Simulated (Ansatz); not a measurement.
Consider MoBr2 (1T sheet).

The cell holds 3 atoms: 1 Mo and 2 Br. Its edges and angles: a = 3.298 Å, b = 3.298 Å, c = 30.253 Å, α = 90.0°, β = 90.0°, γ = 120.0°. Vacuum lies along c.

```
Mo Br
1.0
     0.00000    2.33236    2.33236
     2.33236   -2.33236    0.00000
    17.46662   17.46662  -17.46662
Mo Br
1 2
Direct
  0.00000 0.00000 0.31776
  0.33333 0.66667 0.37605
  0.66667 0.33333 0.25947
```

The structure was relaxed with PBEsol. The structure was generated from a model, not taken from a measurement. The runs that relaxed it are not among those shown. The program's search for lower electronic states was switched off, so nothing shows that the state found is the lowest. PAW set soft_2, made with PBE.

A constrained-RPA run (Ansatz 0.2.0; non-magnetic PBEsol; Mo d, bands v2 to c3, 6×6×1 mesh, medium accuracy) builds 5 functions on bands 5.1 eV wide, with 4.0 electrons in the window. The bare on-site interaction is 10.6 eV and the bare J 0.35 eV.

Q: Estimate U, U′ and J.

On the Mo d shell, U = 3.42 eV (32 % of the bare value), U′ = 2.87 eV, J = 0.26 eV.

The parent state is non-magnetic and the interaction static (zero frequency); U depends on the window and the orbitals, so it belongs to this model alone.

[Paths, hosts, dates, memory and timing lines, banners, echoed tables and standing remarks are left out of the program output.]

[Logs are printed without paths, hosts, clocks, repeated set-up lines and the standing remarks that a program may print on its own settings, such as how far it seeks lower states.]

[Runs of the session that timed out or met a known fault of the program may be left out.]

[Hosts, paths, dates, database ids (printed as entryN), source tags and the programs' standing remarks are cut or masked in the printed files.]
